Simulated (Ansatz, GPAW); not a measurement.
**Screening of a field by Te/Al(100)**

Aim: the dipole that a field along the normal induces in Te/Al(100).

Method: Ansatz plane waves; slab in vacuum with a dipole correction, relaxation, in the first sound run; inputs show where later runs differ, in GPAW 26.7.0 and Ansatz 0.2.0.

Report form: the programs' logs are mostly left out.

## (1) The structure

The cell holds 5 atoms: 4 Al and 1 Te. Its edges and angles: a = 2.864 Å, b = 2.864 Å, c = 21.890 Å, α = 90.0°, β = 90.0°, γ = 90.0°. Vacuum lies along c.

## (2) Relaxation

The atoms are relaxed first, since the surface dipole, and with it the work function, follows the positions of the outer layers. The lowest 2 atoms are held at bulk positions and keep their forces.

Contents of input.yaml:

```yaml
crystal:
  lattice:
    - [2.8637824638, 0.0, 0.0]
    - [0.0, 2.8637824638, 0.0]
    - [0.0, 0.0, 21.8902287046]
  atoms:
    - { symbol: Al, position: [0.5, 0.5, 0.3197773808] }
    - { symbol: Al, position: [0.0, 0.0, 0.4122844088] }
    - { symbol: Al, position: [0.5, 0.5, 0.5047914368] }
    - { symbol: Al, position: [0.0, 0.0, 0.5972984648] }
    - { symbol: Te, position: [0.5, 0.5, 0.6802226192] }
kpoints:
  mp_grid: { grid: [11, 11, 1] }
hamiltonian:
  xc: pbe
scf:
  occupations: { method: fermi_dirac, width: 0.1 }
efield:
  axis: 3
  dipole_correction: true
  ramp_width: 0.05
relax:
  f_tol: 0.02
  max_steps: 60
  constraints: [{ sites: [0, 1] }]
output:
  write_potential: true
  write_density: true
  volumetric_format: npy
```

Started as:

```sh
$ ansatz run input.yaml --threads 4 --pin off --max-ram 8192MiB --backend cpu --events-out ev --progress --plain --runs-dir out
```

Run time: 10 s. Hardware: 4 threads of Intel Xeon 6975P-C (Granite Rapids), shared host; peak memory 0.54 GiB.

The steps of the relaxation:

| step | energy less that of the first step (eV) | largest force component (eV/Å) |
| --- | --- | --- |
| 1 | 0.0000 | 2.5733 |
| 2 | -0.5814 | 0.9164 |
| 3 | -0.7195 | 0.2955 |
| 4 | -0.7717 | 0.2593 |
| 5 | -0.8173 | 0.1931 |
| 6 | -0.8462 | 0.0934 |
| 7 | -0.8635 | 0.0513 |
| 8 | -0.8695 | 0.0152 |
| 9 | -0.8695 | 0.0152 |
| 10 | -0.8700 | 0.0151 |
| 11 | -0.8700 | 0.0198 |
| 12 | -0.8701 | 0.0009 |

Forces are held to the 8 operations that the run works with; a distortion that breaks them can't arise in this run.

The atoms that moved most (Å):

| atom | dx | dy | dz | length |
| --- | --- | --- | --- | --- |
| Te5 | 0.000 | 0.000 | 1.440 | 1.440 |
| Al4 | 0.000 | 0.000 | 0.120 | 0.120 |
| Al3 | 0.000 | 0.000 | 0.030 | 0.030 |

The relaxed structure:

```cif
data_structure
_symmetry_space_group_name_H-M 'P 1'
_symmetry_Int_Tables_number 1
_cell_length_a 2.8638
_cell_length_b 2.8638
_cell_length_c 21.8902
_cell_angle_alpha 90.000
_cell_angle_beta 90.000
_cell_angle_gamma 90.000
_cell_volume 179.53
loop_
_atom_site_label
_atom_site_type_symbol
_atom_site_fract_x
_atom_site_fract_y
_atom_site_fract_z
_atom_site_occupancy
Al1 Al 0.50000 0.50000 0.31978 1
Al2 Al 0.00000 0.00000 0.41228 1
Al3 Al 0.50000 0.50000 0.50618 1
Al4 Al 0.00000 0.00000 0.60276 1
Te5 Te 0.50000 0.50000 0.74599 1
```

Numbers from this step:

* free energy: -9128.7823 eV
* smearing term TS: 0.08703 eV
* symmetry operations: 8
* upper work function: 4.657 eV
* lower work function: 4.349 eV
* dipole along the normal: -0.01395 e·Å
* dipole field: -0.01407 V/Å
* vacuum level above: 7.315 eV
* vacuum level below: 7.008 eV

The electrostatic potential energy of an electron (with the applied field's), less the Fermi level, planar mean by z:

z (Å), electrostatic potential energy of an electron (with the applied field's), less the Fermi level, planar mean (eV) and a bar from the least value:
```
      0.0       4.61 ##############################
      0.5       4.47 #############################
      1.0       4.35 #############################
      1.5       4.35 #############################
      2.0       4.35 #############################
      2.5       4.35 #############################
      3.0       4.35 #############################
      3.5       4.34 #############################
      4.0       4.32 #############################
      4.5       4.25 #############################
      5.0       4.01 ############################
      5.5       3.17 ##########################
      6.0       0.55 ##################
      6.5      -4.67 ####
      7.0      -5.90 
      7.5      -5.13 ###
      8.0      -2.16 ###########
      8.5      -5.07 ###
      9.0      -6.05 
      9.5      -5.30 ##
     10.0      -2.00 ###########
     10.5      -4.65 ####
     11.0      -6.01 
     11.5      -5.49 ##
     12.0      -1.93 ############
     12.5      -3.61 #######
     13.0      -5.84 #
     13.5      -5.62 #
     14.0      -1.67 ############
     14.5       2.14 #######################
     15.0       1.96 ######################
     15.5      -3.96 ######
     16.0      -4.26 #####
     16.5      -2.33 ##########
     17.0      -5.63 #
     17.5       1.22 ####################
     18.0       3.79 ############################
     18.5       4.44 #############################
     19.0       4.60 ##############################
     19.5       4.64 ##############################
     20.0       4.65 ##############################
     20.5       4.66 ##############################
     21.0       4.66 ##############################
     21.5       4.66 ##############################
```

Valence density, planar mean against z:

z (Å), valence density, planar mean (e/Å³) and a bar:
```
      3.0       0.00 
      3.5       0.00 
      4.0       0.00 
      4.5       0.00 
      5.0       0.01 
      5.5       0.04 #
      6.0       0.09 ##
      6.5       0.14 ###
      7.0       0.16 ###
      7.5       0.18 ###
      8.0       0.19 ####
      8.5       0.18 ###
      9.0       0.16 ###
      9.5       0.18 ###
     10.0       0.19 ###
     10.5       0.18 ###
     11.0       0.16 ###
     11.5       0.17 ###
     12.0       0.18 ###
     12.5       0.18 ###
     13.0       0.17 ###
     13.5       0.15 ###
     14.0       0.12 ##
     14.5       0.08 #
     15.0       0.11 ##
     15.5       0.30 #####
     16.0       1.23 ######################
     16.5       1.64 ##############################
     17.0       0.45 ########
     17.5       0.13 ##
     18.0       0.04 #
     18.5       0.01 
     19.0       0.00 
     19.5       0.00 
     20.0       0.00
```

The relaxation lowered the energy of the cell by 0.870 eV.

## (3) The slab's potential

With the geometry fixed, the planar mean of the potential gives the vacuum level on each side.

This step: GPAW, PAW setups; slab in vacuum (GPAW 26.7.0).

Contents of run.py:

```python
import json
import numpy as np
from ase import Atoms
from gpaw import GPAW, PW

slab = Atoms(
    ['Al', 'Al', 'Al', 'Al', 'Te'],
    positions=[
        [1.43189, 1.43189, 7.00000],
        [0.00000, 0.00000, 9.02500],
        [1.43189, 1.43189, 11.08030],
        [0.00000, 0.00000, 13.19464],
        [1.43189, 1.43189, 16.32997]],
    cell=[[2.86378, 0.0, 0.0], [0.0, 2.86378, 0.0], [0.0, 0.0, 21.89023]],
    pbc=[True, True, False])

slab.calc = GPAW(mode=PW(400), xc='PBE', kpts={'size': (11, 11, 1), 'gamma': True},
                 occupations={'name': 'fermi-dirac', 'width': 0.1}, nbands='200%',
                 convergence={'density': 1e-05}, maxiter=200,
                 poissonsolver={'dipolelayer': 'xy'},
                 symmetry={'tolerance': 1e-3}, txt='slab.txt')
result = {}
energy = slab.get_potential_energy()
fermi = slab.calc.get_fermi_level()
v = slab.calc.get_electrostatic_potential().mean((0, 1)) - fermi
n = slab.calc.get_pseudo_density().mean((0, 1))
L = slab.cell[2, 2]
z = np.arange(len(v)) * L / len(v)
low, high = slab.positions[:, 2].min(), slab.positions[:, 2].max()
below, above = np.interp([low - 4.8, high + 4.8], z, v)
slopes = [np.interp(x, z, np.gradient(v, z)) for x in (low - 4.8, high + 4.8)]
eps = np.array([[slab.calc.get_eigenvalues(k, s) for k in range(len(slab.calc.get_ibz_k_points()))]
                for s in range(slab.calc.get_number_of_spins())]) - fermi
top, bottom = eps[eps < 0].max(), eps[eps > 0].min()
dipole = slab.get_dipole_moment()[2]
print(f'energy {energy:.4f} eV, Fermi level {fermi:.4f} eV, dipole {dipole:.5f} e A')
print(f'potential 4.8 A off the faces, from the Fermi level: lower {below:.4f} eV, upper {above:.4f} eV')
print(f'slope of the potential there: lower {slopes[0]:.5f}, upper {slopes[1]:.5f} eV/A')
print(f'nearest levels on the mesh: {top:.4f} and {bottom:.4f} eV')
print('magnetic moment', round(slab.get_magnetic_moment(), 3))
result.update(energy=energy, fermi=fermi, dipole=dipole, below=below, above=above, slopes=slopes, edges=[top, bottom],
              z=z.tolist(), v=v.tolist(), n=n.tolist(), positions=slab.positions.tolist(),
              forces=slab.get_forces(apply_constraint=False).tolist(), moments=slab.get_magnetic_moments().tolist())
json.dump(result, open('result.json', 'w'))
```

Started as:

```sh
$ OMP_NUM_THREADS=1 OPENBLAS_NUM_THREADS=1 python run.py
```

It took 17 s on 1 thread; peak memory 0.19 GiB.

Numbers from this step:

```yaml
dipole_along_the_normal: -0.01445 e·Å
levels_nearest_the_fermi_level_on_the_mesh: -0.007198, 0.01251 eV from the Fermi level
upper_work_function: 4.665 eV
lower_work_function: 4.352 eV
```

The electrostatic potential energy of an electron (without an applied field's), less the Fermi level, planar mean oscillates, so the rows of the table below give means over windows of 2.08 Å about each position, cut where the curve ends. Its maxima inside the range that stand out by 2 % of the span (Å: eV): 8.0: -2.06, 10.0: -1.83, 12.1: -1.50, 14.7: 2.57. Its minima: 7.0: -13.3, 9.1: -13.4, 11.0: -13.4, 13.2: -13.3, 16.4: -29.0.

Electrostatic potential energy of an electron (without an applied field's), less the Fermi level, planar mean against z; means over each step:

| z (Å) | electrostatic potential energy of an electron (without an applied field's), less the Fermi level, planar mean (eV) |
| --- | --- |
| 1.04 | 4.37 |
| 3.12 | 4.34 |
| 5.20 | 3.02 |
| 7.28 | -6.85 |
| 9.36 | -6.96 |
| 11.44 | -6.80 |
| 13.52 | -5.89 |
| 15.60 | -10.3 |
| 17.68 | -0.941 |
| 19.76 | 4.65 |

The pseudo valence density, planar mean oscillates, so the rows of the table below give means over windows of 1 Å about each position, cut where the curve ends. Its maxima inside the range that stand out by 2 % of the span (Å: e/Å³): 6.7: 0.158, 8.3: 0.199, 10.4: 0.196, 11.7: 0.189, 12.7: 0.189, 13.6: 0.158, 15.8: 0.390, 16.9: 0.389. Its minima: 6.9: 0.133, 9.0: 0.133, 11.0: 0.130, 12.1: 0.181, 13.1: 0.130, 14.6: 0.0782, 16.3: 0.136.

Pseudo valence density, planar mean against z; means over each step:

| z (Å) | pseudo valence density, planar mean (e/Å³) |
| --- | --- |
| 2 | 7.7e-6 |
| 3 | 1.0e-4 |
| 4 | 0.00130 |
| 5 | 0.0149 |
| 6 | 0.0948 |
| 7 | 0.154 |
| 8 | 0.196 |
| 9 | 0.163 |
| 10 | 0.193 |
| 11 | 0.161 |
| 12 | 0.184 |
| 13 | 0.159 |
| 14 | 0.122 |
| 15 | 0.141 |
| 16 | 0.273 |
| 17 | 0.283 |
| 18 | 0.0492 |
| 19 | 0.00323 |
| 20 | 2.0e-4 |
| 21 | 1.2e-5 |

Force by atom:

| atom | x (eV/Å) | y (eV/Å) | z (eV/Å) | size |
| --- | --- | --- | --- | --- |
| Al1 | 0.000 | 0.000 | -0.191 | 0.191 |
| Al2 | 0.000 | 0.000 | 0.183 | 0.183 |
| Al3 | 0.000 | 0.000 | 0.002 | 0.002 |
| Al4 | 0.000 | 0.000 | 0.009 | 0.009 |
| Te5 | 0.000 | 0.000 | -0.004 | 0.004 |

The potential is flat to 8.0e-4 eV/Å where it is read, so the vacuum is wide enough. The geometry is the other program's minimum; here the largest force on a free atom is 0.0094 eV/Å.

## (4) Field on

A uniform field along the normal polarises the slab; the atoms stay fixed, so this is the electronic response alone.

run.py, as its differences from that of step 3:

```diff
@@ -4,2 +4,3 @@
 from gpaw import GPAW, PW
+from gpaw.external import ConstantElectricField
 
@@ -20,2 +21,3 @@
                  poissonsolver={'dipolelayer': 'xy'},
+                 external=ConstantElectricField(-0.2, [0, 0, 1]),
                  symmetry={'tolerance': 1e-3}, txt='slab.txt')
```

Wall time 43 s (1 thread); peak memory 0.27 GiB.

Numbers from this step:

- dipole along the normal: -0.1278 e·Å
- levels nearest the Fermi level on the mesh: -0.005284, 0.01376 eV from the Fermi level
- potential below the slab, the applied field's own ramp left out: 3.233 eV from the Fermi level
- potential above the slab, the applied field's own ramp left out: 6.055 eV from the Fermi level

Electrostatic potential energy of an electron (without an applied field's), less the Fermi level, planar mean against z:

| z (Å) | electrostatic potential energy of an electron (without an applied field's), less the Fermi level, planar mean (eV) |
| --- | --- |
| 0.0 | 4.64 |
| 0.5 | 3.23 |
| 1.0 | 3.23 |
| 1.5 | 3.23 |
| 2.0 | 3.23 |
| 2.5 | 3.23 |
| 3.0 | 3.23 |
| 3.5 | 3.23 |
| 4.0 | 3.21 |
| 4.5 | 3.15 |
| 5.0 | 2.93 |
| 5.5 | 2.13 |
| 6.0 | -0.406 |
| 6.5 | -7.03 |
| 7.0 | -14.1 |
| 7.5 | -7.27 |
| 8.0 | -2.68 |
| 8.5 | -6.73 |
| 9.0 | -13.7 |
| 9.5 | -7.32 |
| 10.0 | -2.04 |
| 10.5 | -5.36 |
| 11.0 | -13.1 |
| 11.5 | -7.89 |
| 12.0 | -1.59 |
| 12.5 | -3.29 |
| 13.0 | -11.4 |
| 13.5 | -9.44 |
| 14.0 | -0.920 |
| 14.5 | 2.89 |
| 15.0 | 2.81 |
| 15.5 | -2.98 |
| 16.0 | -19.8 |
| 16.5 | -25.3 |
| 17.0 | -6.67 |
| 17.5 | 2.55 |
| 18.0 | 5.15 |
| 18.5 | 5.83 |
| 19.0 | 6.00 |
| 19.5 | 6.04 |
| 20.0 | 6.05 |
| 20.5 | 6.05 |
| 21.0 | 6.05 |
| 21.5 | 5.99 |

Force by atom:

| atom | x (eV/Å) | y (eV/Å) | z (eV/Å) | size |
| --- | --- | --- | --- | --- |
| Al1 | 0.000 | 0.000 | -0.195 | 0.195 |
| Al2 | 0.000 | 0.000 | 0.185 | 0.185 |
| Al3 | 0.000 | 0.000 | 0.003 | 0.003 |
| Al4 | 0.000 | 0.000 | 0.006 | 0.006 |
| Te5 | 0.000 | 0.000 | 0.000 | 0.000 |

The dipole is now -0.128 e Å, against -0.014 in the run without a field.

## (5) Field on

run.py, as its differences from that of step 4:

```diff
@@ -21,3 +21,3 @@
                  poissonsolver={'dipolelayer': 'xy'},
-                 external=ConstantElectricField(-0.2, [0, 0, 1]),
+                 external=ConstantElectricField(-0.1, [0, 0, 1]),
                  symmetry={'tolerance': 1e-3}, txt='slab.txt')
```

Elapsed: 42 s, on 1 thread; peak memory 0.27 GiB.

Numbers from this step:

| Item | Value |
| --- | --- |
| dipole along the normal | -0.07099 e·Å |
| levels nearest the Fermi level on the mesh | -0.006228, 0.01315 eV from the Fermi level |
| potential below the slab, the applied field's own ramp left out | 3.791 eV from the Fermi level |
| potential above the slab, the applied field's own ramp left out | 5.359 eV from the Fermi level |

The electrostatic potential energy of an electron (without an applied field's), less the Fermi level, planar mean by z:

| z (Å) | electrostatic potential energy of an electron (without an applied field's), less the Fermi level, planar mean (eV) |
| --- | --- |
| 0.0 | 4.58 |
| 0.5 | 3.79 |
| 1.0 | 3.79 |
| 1.5 | 3.79 |
| 2.0 | 3.79 |
| 2.5 | 3.79 |
| 3.0 | 3.79 |
| 3.5 | 3.79 |
| 4.0 | 3.77 |
| 4.5 | 3.70 |
| 5.0 | 3.47 |
| 5.5 | 2.66 |
| 6.0 | 0.0868 |
| 6.5 | -6.59 |
| 7.0 | -13.7 |
| 7.5 | -6.92 |
| 8.0 | -2.39 |
| 8.5 | -6.49 |
| 9.0 | -13.5 |
| 9.5 | -7.17 |
| 10.0 | -1.95 |
| 10.5 | -5.32 |
| 11.0 | -13.1 |
| 11.5 | -7.95 |
| 12.0 | -1.70 |
| 12.5 | -3.44 |
| 13.0 | -11.6 |
| 13.5 | -9.69 |
| 14.0 | -1.23 |
| 14.5 | 2.53 |
| 15.0 | 2.40 |
| 15.5 | -3.43 |
| 16.0 | -20.3 |
| 16.5 | -25.9 |
| 17.0 | -7.27 |
| 17.5 | 1.91 |
| 18.0 | 4.48 |
| 18.5 | 5.14 |
| 19.0 | 5.30 |
| 19.5 | 5.35 |
| 20.0 | 5.35 |
| 20.5 | 5.36 |
| 21.0 | 5.36 |
| 21.5 | 5.32 |

Force by atom:

| atom | x (eV/Å) | y (eV/Å) | z (eV/Å) | size |
| --- | --- | --- | --- | --- |
| Al1 | 0.000 | 0.000 | -0.193 | 0.193 |
| Al2 | 0.000 | 0.000 | 0.184 | 0.184 |
| Al3 | 0.000 | 0.000 | 0.003 | 0.003 |
| Al4 | 0.000 | 0.000 | 0.008 | 0.008 |
| Te5 | 0.000 | 0.000 | -0.002 | 0.002 |

The dipole is now -0.0710 e Å, against -0.014 in the run without a field.

## (6) In a field

run.py, as its differences from that of step 5:

```diff
@@ -21,3 +21,3 @@
                  poissonsolver={'dipolelayer': 'xy'},
-                 external=ConstantElectricField(-0.1, [0, 0, 1]),
+                 external=ConstantElectricField(-0.05, [0, 0, 1]),
                  symmetry={'tolerance': 1e-3}, txt='slab.txt')
```

Wall time 44 s (1 thread); peak memory 0.27 GiB.

The electrostatic potential energy of an electron (without an applied field's), less the Fermi level, planar mean oscillates, so the rows of the table below give means over windows of 2.08 Å about each position, cut where the curve ends. Its maxima inside the range that stand out by 2 % of the span (Å: eV): 8.0: -2.20, 10.0: -1.88, 12.1: -1.44, 14.7: 2.76. Its minima: 7.0: -13.5, 9.1: -13.5, 11.0: -13.4, 13.2: -13.2, 16.4: -28.7.

Electrostatic potential energy of an electron (without an applied field's), less the Fermi level, planar mean against z; means over each step:

z (Å), electrostatic potential energy of an electron (without an applied field's), less the Fermi level, planar mean (eV) and a bar from the least value:
```
     1.04        4.1 ############################
     3.12        4.1 ############################
     5.20        2.8 ##########################
     7.28       -7.0 ######
     9.36       -7.0 ######
    11.44       -6.8 #######
    13.52       -5.8 #########
    15.60      -10.1 
    17.68       -0.6 ###################
    19.76        5.0 ##############################
```

## (7) In a field

run.py, as its differences from that of step 6:

```diff
@@ -21,3 +21,3 @@
                  poissonsolver={'dipolelayer': 'xy'},
-                 external=ConstantElectricField(-0.05, [0, 0, 1]),
+                 external=ConstantElectricField(0.05, [0, 0, 1]),
                  symmetry={'tolerance': 1e-3}, txt='slab.txt')
```

Run time: 41 s. Hardware: 1 thread; peak memory 0.27 GiB.

[end of part 1 of 2]

[Logs are printed without paths, hosts, clocks, repeated set-up lines and the standing remarks that a program may print on its own settings, such as how far it seeks lower states.]

[Hosts, paths, dates, database ids (printed as entryN), source tags and the programs' standing remarks are cut or masked in the printed files.]
